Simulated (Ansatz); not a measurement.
The crystal is ZnWO4 (P2/c).

It takes space group P2/c (No. 13, monoclinic). The conventional cell has a = 4.699 Å, b = 5.729 Å, c = 4.937 Å, α = 90.00°, β = 90.61°, γ = 90.00°. Zn has 6 O at 2.03 to 2.23 Å nearest. Nearest to W lie 6 O at 1.80 to 2.14 Å. O has 2 W at 1.92 to 2.14 Å and 1 Zn at 2.03 Å nearest. O has 1 W at 1.80 Å and 2 Zn at 2.09 to 2.23 Å nearest. Farther neighbours and most contacts between anions are not listed.

```xyz
12
Lattice="4.6986 0.0000 0.0000 0.0000 5.7293 0.0000 -0.0530 0.0000 4.9364" Properties=species:S:1:pos:R:3 pbc="T T T"
Zn    2.3361    3.9188    1.2341
Zn    2.3096    1.8105    3.7023
W    -0.0132    1.0461    1.2341
W    -0.0397    4.6832    3.7023
O     0.9695    0.6021    4.6220
O     3.6496    0.6021    2.7827
O     3.6761    5.1272    0.3144
O     0.9960    5.1272    2.1538
O     1.1840    2.1640    1.9726
O     3.4881    2.1640    0.4956
O     3.4616    3.5653    2.9638
O     1.1575    3.5653    4.4408
```

The cell and positions come from the Crystallography Open Database and are kept as given unless a step says otherwise. Spin-orbit coupling is left out unless a run names it. PAW set soft_2, made with PBE.

Gaps computed with Ansatz 0.2.0 without a self-energy: LDA 2.85 eV, LDA+SOC 2.84 eV and r2SCAN 3.31 eV. The mean ε∞ by LDA perturbation theory is 5.42.

Question: What gap should G0W0 on LDA give (4×2×4 mesh, 610 empty bands, screening to 160 eV, default PAW files)?

About 4.39 eV: on its mesh the run moves the gap from 2.85 eV by +1.54 eV. A band edge moves to another state on the way. Among the scalar-relativistic levels given, r2SCAN is nearest (−1.08 eV). One-shot corrections scale roughly with one over ε∞, here 0.18. Bands and cutoff are finite, so the gap is not at the basis limit. The miss can reach some tenths of an eV and take either sign; the mesh is an error of its own. The 4×2×4 mesh is coarse for this cell (its supercell is 11 Å along the shortest edge). The RPA ε∞ on it, from the LDA start, is 5.04, 5.16 and 5.71; such meshes misread the long-range screening, most where the gap is narrow. A d shell, filled or nearly so, lies near the gap. One-shot GW converges very slowly in bands there, not always from below, and on a semilocal start the gap tends to come out low; starts rich in exact exchange can overshoot instead. The many-body steps are scalar-relativistic: spin-orbit coupling is not in them.

[Paths, hosts, dates, memory and timing lines, banners, echoed tables and standing remarks are left out of the program output.]

[Logs are printed without paths, hosts, clocks, repeated set-up lines and the standing remarks that a program may print on its own settings, such as how far it seeks lower states.]

[Runs of the session that timed out or met a known fault of the program may be left out.]

[Cells called generated may have been cut or substituted from an entry of the Crystallography Open Database or the Materials Project.]

[Hosts, paths, dates, database ids (printed as entryN), source tags and the programs' standing remarks are cut or masked in the printed files.]
